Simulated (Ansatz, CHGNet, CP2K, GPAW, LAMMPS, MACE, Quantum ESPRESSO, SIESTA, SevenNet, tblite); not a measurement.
# Running amorphous Si (114 atoms) with CP2K, part 2 of 3

Aim: run amorphous Si (114 atoms) in CP2K and see how near its forces come to a plane-wave reference, and at what cost.

Program: CP2K 2026.2; the method stands at each step. Banners, paths, timers and routine set-up lines are dropped from the logs unmarked, and long logs keep their key lines alone; longer cuts are marked.

So far. Step 2 (PBE, DZVP-UZH, 350/50 Ry, diagonalisation): Forces lie 4.6 % from the reference's, at 5.6 times its CPU time (on 4 against 8 cores). Step 3 (GFN1-xTB, diagonalisation): Against the first run (4.6 %), the force difference from the reference is 30 %, at 0.097 times the CPU time (on 1 against 4 cores) (108 SCF steps against 19); the model has changed, so this is no error of the program alone.

**4. PBE, SZV-MOLOPT-SR, 350/50 Ry, diagonalisation**

Method: Kohn-Sham DFT, PBE, GTH-PBE pseudopotentials, Gaussian and plane waves, SZV-MOLOPT-SR-GTH, diagonalisation.

input.inp reads:

```
&GLOBAL
  PROJECT cell
  RUN_TYPE ENERGY_FORCE
  PRINT_LEVEL LOW
&END GLOBAL
&FORCE_EVAL
  METHOD QS
  STRESS_TENSOR ANALYTICAL
  &DFT
    BASIS_SET_FILE_NAME BASIS_MOLOPT
    POTENTIAL_FILE_NAME GTH_POTENTIALS
    &MGRID
      CUTOFF 350
      REL_CUTOFF 50
    &END MGRID
    &QS
      EPS_DEFAULT 1.0E-12
    &END QS
    &SCF
      SCF_GUESS ATOMIC
      EPS_SCF 1.0E-06
      MAX_SCF 200
      ADDED_MOS 51
      &DIAGONALIZATION
        ALGORITHM STANDARD
      &END DIAGONALIZATION
      &SMEAR ON
        METHOD FERMI_DIRAC
        ELECTRONIC_TEMPERATURE [K] 580
      &END SMEAR
      &MIXING
        METHOD BROYDEN_MIXING
        ALPHA 0.15
        NBROYDEN 8
      &END MIXING
      &PRINT
        &RESTART OFF
        &END RESTART
      &END PRINT
    &END SCF
    &XC
      &XC_FUNCTIONAL PBE
      &END XC_FUNCTIONAL
    &END XC
    &PRINT
      &MULLIKEN ON
      &END MULLIKEN
      &LOWDIN ON
      &END LOWDIN
      &MO ON
        EIGENVALUES T
        OCCUPATION_NUMBERS T
        MO_INDEX_RANGE 217 240
        &EACH
          QS_SCF 0
        &END EACH
        ADD_LAST NUMERIC
      &END MO
    &END PRINT
  &END DFT
  &SUBSYS
    &CELL
      A 13.28010 0.00000 0.00000
      B 0.00000 13.28010 0.00000
      C 0.00000 0.00000 13.28010
    &END CELL
    &COORD
[... 114 atom lines left out: the same atoms as in the first run ...]
    &END COORD
    &KIND Si
      BASIS_SET SZV-MOLOPT-SR-GTH-q4
      POTENTIAL GTH-PBE-q4
    &END KIND
  &END SUBSYS
  &PRINT
    &FORCES ON
    &END FORCES
    &STRESS_TENSOR ON
    &END STRESS_TENSOR
  &END PRINT
&END FORCE_EVAL
```

Command:

```console
$ OMP_NUM_THREADS=1 cp2k.psmp -i input.inp > output.txt
```

Numbers of over 12 decimals in the logs are rounded to 6 here.

Output:

```text
CP2K| version string:                                       CP2K version 2026.2
 CP2K| Input file name                                                 input.inp
 GLOBAL| Basis set file name                                        BASIS_MOLOPT
 GLOBAL| Potential file name                                      GTH_POTENTIALS
 GLOBAL| Run type                                                   ENERGY_FORCE
 GLOBAL| Total number of message passing processes                             1
 GLOBAL| Number of threads for this process                                    1
[... lines left out ...]
                        Smear method:                                FERMI_DIRAC
[... lines left out ...]
 Number of electrons:                                                        456
[... lines left out ...]
  Step     Update method      Time    Convergence         Total energy    Change
[... lines left out ...]
  *** SCF run converged in    20 steps ***
[... lines left out ...]
  Fermi energy:                                                 0.232517
  Total energy:                                              -444.218748
  Total energy (extrapolated to T->0):                       -444.217663
[... lines left out ...]
 MO| E(Fermi):            0.232517 a.u.          6.327121 eV
[... lines left out ...]
     113     Si       1          4.009442                             -0.009442
     114     Si       1          4.000497                             -0.000497
 # Total charge                            456.000000                  0.000000
 ENERGY| Total FORCE_EVAL ( QS ) energy [hartree]           -444.218735
 FORCES| Atomic forces [hartree/bohr]
 FORCES|   Atom     x               y               z               |f|
 FORCES|      1  1.37837651E-02  6.32664922E-03 -3.32470394E-03   1.55265041E-02
 FORCES|      2 -4.49159449E-03 -1.47786647E-02  1.33610958E-02   2.04230808E-02
 FORCES|      3  2.90162576E-02 -3.02510351E-02 -3.44327306E-02   5.42464862E-02
[...]
FORCES|    113 -2.98204014E-02  1.31861775E-02 -1.67579267E-02   3.66600562E-02
 FORCES|    114  3.02130036E-05  9.01943480E-03  1.69632461E-02   1.92120492E-02
 FORCES| Sum    -1.69182723E-06 -1.63271212E-06 -9.18422472E-07
 FORCES| Total atomic force                                       2.52418860E-06
 STRESS| Analytical stress tensor [bar]
 STRESS|                        x                   y                   z
 STRESS|      x        8.42629796825E+04   8.68779625457E+03  -6.06579278106E+03
 STRESS|      y        8.68779625457E+03   5.64298309713E+04  -1.31777377786E+04
 STRESS|      z       -6.06579278106E+03  -1.31777377786E+04   7.30206190400E+04
 STRESS| 1/3 Trace                                             7.12378098980E+04
```

It took 2.4 min on 1 thread of Arm Neoverse V2, shared host; peak memory 2.3 GiB.

Numbers from this run, and their distance from the reference:

| Property | Result |
| --- | --- |
| r.m.s. force component | 1.112 eV/Å |
| r.m.s. difference of force components | 369.8 meV/Å |
| longest difference of force vectors | 1267 meV/Å |
| force difference over r.m.s. force | 45.61 % |
| slope of forces against the reference's | 1.337 |
| correlation of force components | 0.9746 |
| pressure | 7.124 GPa |
| pressure difference | 6.337 GPa |

This is a coarse setting, run to see what it loses.

Against the first run (4.6 %), the force difference from the reference is 46 %, at 0.25 times the CPU time (on 1 against 4 cores), with 456 basis functions against 1482; this set comes with other potentials too, so the change isn't the basis's alone.

**5. PBE, TZVP-UZH, 350/50 Ry, diagonalisation**

Method: Kohn-Sham DFT, PBE, GTH-PBE pseudopotentials, Gaussian and plane waves, TZVP-MOLOPT (UZH set), diagonalisation.

Edit input.inp of step 4 so:

```diff
@@ -9,4 +9,4 @@
   &DFT
-    BASIS_SET_FILE_NAME BASIS_MOLOPT
-    POTENTIAL_FILE_NAME GTH_POTENTIALS
+    BASIS_SET_FILE_NAME BASIS_MOLOPT_UZH
+    POTENTIAL_FILE_NAME POTENTIAL_UZH
     &MGRID
@@ -67,6 +67,31 @@
     &COORD
-[... 114 atom lines left out: the same atoms as in the first run ...]
+      SCALED
+      Si 0.27271 0.45527 0.53575
+      Si 0.65663 0.82404 0.83841
+      Si 0.28044 0.28470 0.54529
+      Si 0.68500 0.36899 0.78863
+      Si 0.31388 0.48726 0.26038
+      Si 0.30605 0.13398 0.04851
+      Si 0.54733 0.54833 0.42920
+      Si 0.80753 0.00961 0.42012
+      Si 0.33360 0.61136 0.13283
+      Si 0.27329 0.00607 0.42592
+      Si 0.34828 0.90577 0.18817
+      Si 0.84802 0.34094 0.56586
+      Si 0.67982 0.59206 0.69285
+      Si 0.09659 0.42724 0.55374
+      Si 0.06306 0.54724 0.68574
+      Si 0.92123 0.12448 0.34078
+      Si 0.86481 0.62757 0.91300
+      Si 0.20791 0.17096 0.42061
+      Si 0.69556 0.72938 0.58116
+      Si 0.35845 0.55137 0.41212
+[... 90 atom lines left out ...]
+      Si 0.85651 0.26712 0.96059
+      Si 0.63881 0.04135 0.03515
+      Si 0.62556 0.03781 0.21191
+      Si 0.22034 0.94236 0.57356
     &END COORD
     &KIND Si
-      BASIS_SET SZV-MOLOPT-SR-GTH-q4
+      BASIS_SET TZVP-MOLOPT-PBE-GTH-q4
       POTENTIAL GTH-PBE-q4
```

Command:

```console
$ OMP_NUM_THREADS=1 mpirun -np 4 cp2k.psmp -i input.inp > output.txt
```

Output:

```text
CP2K| version string:                                       CP2K version 2026.2
 CP2K| Input file name                                                 input.inp
 GLOBAL| Basis set file name                                    BASIS_MOLOPT_UZH
 GLOBAL| Potential file name                                       POTENTIAL_UZH
 GLOBAL| Run type                                                   ENERGY_FORCE
 GLOBAL| Total number of message passing processes                             4
 GLOBAL| Number of threads for this process                                    1
[... lines left out ...]
                        Smear method:                                FERMI_DIRAC
[... lines left out ...]
 Number of electrons:                                                        456
[... lines left out ...]
  Step     Update method      Time    Convergence         Total energy    Change
[... lines left out ...]
  *** SCF run converged in    19 steps ***
[... lines left out ...]
  Fermi energy:                                                 0.192446
  Total energy:                                              -447.551642
  Total energy (extrapolated to T->0):                       -447.548877
[... lines left out ...]
 MO| E(Fermi):            0.192446 a.u.          5.236716 eV
[... lines left out ...]
     113     Si       1          4.045825                             -0.045825
     114     Si       1          4.039697                             -0.039697
 # Total charge                            456.000000                  0.000000
 ENERGY| Total FORCE_EVAL ( QS ) energy [hartree]           -447.551638
 FORCES| Atomic forces [hartree/bohr]
 FORCES|   Atom     x               y               z               |f|
 FORCES|      1  4.12849379E-03  8.15328569E-03 -3.38165385E-04   9.14521100E-03
 FORCES|      2 -1.13766700E-02 -1.19323927E-02  8.44070976E-03   1.85217763E-02
 FORCES|      3  1.66193973E-02 -1.63272417E-02 -2.22714743E-02   3.22304476E-02
[...]
FORCES|    113 -2.20418506E-02  8.77512956E-03 -1.55443211E-02   2.83632155E-02
 FORCES|    114 -6.82415081E-04  2.56028068E-03  1.14057286E-02   1.17094565E-02
 FORCES| Sum    -1.89221657E-07 -1.40361488E-07 -2.72123062E-07
 FORCES| Total atomic force                                       3.59940472E-07
 STRESS| Analytical stress tensor [bar]
 STRESS|                        x                   y                   z
 STRESS|      x        1.26087726239E+04   6.17830864613E+03  -3.57923132742E+03
 STRESS|      y        6.17830864613E+03  -1.81616681256E+03  -9.78372389731E+03
 STRESS|      z       -3.57923132742E+03  -9.78372389731E+03   8.74525986728E+03
 STRESS| 1/3 Trace                                             6.51262189287E+03
```

Elapsed: 2.7 min, on 4 MPI ranks; peak memory 4.3 GiB.

Compared with the plane-wave run:

| Item | Value |
| --- | --- |
| r.m.s. force component | 0.8127 eV/Å |
| r.m.s. difference of force components | 25.2 meV/Å |
| longest difference of force vectors | 91.37 meV/Å |
| force difference over r.m.s. force | 3.107 % |
| slope of forces against the reference's | 1.002 |
| correlation of force components | 0.9995 |
| pressure | 0.6513 GPa |
| pressure difference | -0.1354 GPa |

Against the first run (4.6 %), the force difference from the reference is 3.1 %, at 1.1 times the CPU time, with 1938 basis functions against 1482: the larger basis brings the forces nearer.

**6. LDA, DZVP-MOLOPT-SR, 350/50 Ry, diagonalisation**

Method: Kohn-Sham DFT, LDA, GTH-PADE pseudopotentials, Gaussian and plane waves, DZVP-MOLOPT-SR-GTH, diagonalisation.

Edit input.inp of step 5 so:

```diff
@@ -9,4 +9,4 @@
   &DFT
-    BASIS_SET_FILE_NAME BASIS_MOLOPT_UZH
-    POTENTIAL_FILE_NAME POTENTIAL_UZH
+    BASIS_SET_FILE_NAME BASIS_MOLOPT
+    POTENTIAL_FILE_NAME GTH_POTENTIALS
     &MGRID
@@ -41,3 +41,3 @@
     &XC
-      &XC_FUNCTIONAL PBE
+      &XC_FUNCTIONAL PADE
       &END XC_FUNCTIONAL
@@ -71,4 +71,4 @@
     &KIND Si
-      BASIS_SET TZVP-MOLOPT-PBE-GTH-q4
-      POTENTIAL GTH-PBE-q4
+      BASIS_SET DZVP-MOLOPT-SR-GTH-q4
+      POTENTIAL GTH-PADE-q4
     &END KIND
```

Command:

```console
$ OMP_NUM_THREADS=2 cp2k.psmp -i input.inp > output.txt
```

Output:

```text
CP2K| version string:                                       CP2K version 2026.2
 CP2K| Input file name                                                 input.inp
 GLOBAL| Basis set file name                                        BASIS_MOLOPT
 GLOBAL| Potential file name                                      GTH_POTENTIALS
[... lines left out ...]
 Number of electrons:                                                        456
[... lines left out ...]
  Step     Update method      Time    Convergence         Total energy    Change
[... lines left out ...]
  *** SCF run converged in    17 steps ***
[... lines left out ...]
  Fermi energy:                                                 0.182251
  Total energy:                                              -450.823007
  Total energy (extrapolated to T->0):                       -450.820051
[... lines left out ...]
 MO| E(Fermi):            0.182251 a.u.          4.959296 eV
[... lines left out ...]
 ENERGY| Total FORCE_EVAL ( QS ) energy [hartree]           -450.823087
[... lines left out ...]
 FORCES|      1  4.31311179E-03  6.91485176E-03  2.42566220E-04   8.15333959E-03
 FORCES|      2 -1.02387681E-02 -1.14555864E-02  7.95506673E-03   1.73016161E-02
 FORCES|      3  1.65282263E-02 -1.62174505E-02 -2.08051358E-02   3.11294337E-02
[...]
FORCES|    113 -2.13693617E-02  8.72623529E-03 -1.42118784E-02   2.71067204E-02
 FORCES|    114 -7.98891095E-04  3.16916042E-03  9.88994828E-03   1.04159916E-02
 FORCES| Sum    -2.99638933E-08 -2.31294703E-08 -2.76102221E-08
 FORCES| Total atomic force                                       4.68522322E-08
 STRESS| Analytical stress tensor [bar]
 STRESS|                        x                   y                   z
 STRESS|      x       -2.27679265687E+04   6.28275328842E+03  -3.50834363922E+03
 STRESS|      y        6.28275328842E+03  -3.72674305287E+04  -9.70011297515E+03
 STRESS|      z       -3.50834363922E+03  -9.70011297515E+03  -2.70209200310E+04
 STRESS| 1/3 Trace                                            -2.90187590428E+04
```

Run time: 2.1 min. Hardware: 2 threads; peak memory 2.5 GiB.

Compared with the plane-wave run:

```yaml
r_m_s_force_component: 0.7797 eV/Å
r_m_s_difference_of_force_components: 61.63 meV/Å
longest_difference_of_force_vectors: 195.7 meV/Å
force_difference_over_r_m_s_force: 7.6 %
slope_of_forces_against_the_reference_s: 0.9593
correlation_of_force_components: 0.9978
pressure: -2.902 GPa
pressure_difference: -3.689 GPa
```

Against the first run (4.6 %), the force difference from the reference is 7.6 %, at 0.41 times the CPU time (on 2 against 4 cores); the model has changed, so this is no error of the program alone.

[end of part 2 of 3]

[Also dropped from logs without a mark: logging warnings of Python, and SIESTA's first energy breakdown and zero terms.]

[Logs are printed without paths, hosts, clocks, repeated set-up lines and the standing remarks that a program may print on its own settings, such as how far it seeks lower states.]

[Hosts, paths, dates, database ids (printed as entryN), source tags and the programs' standing remarks are cut or masked in the printed files.]
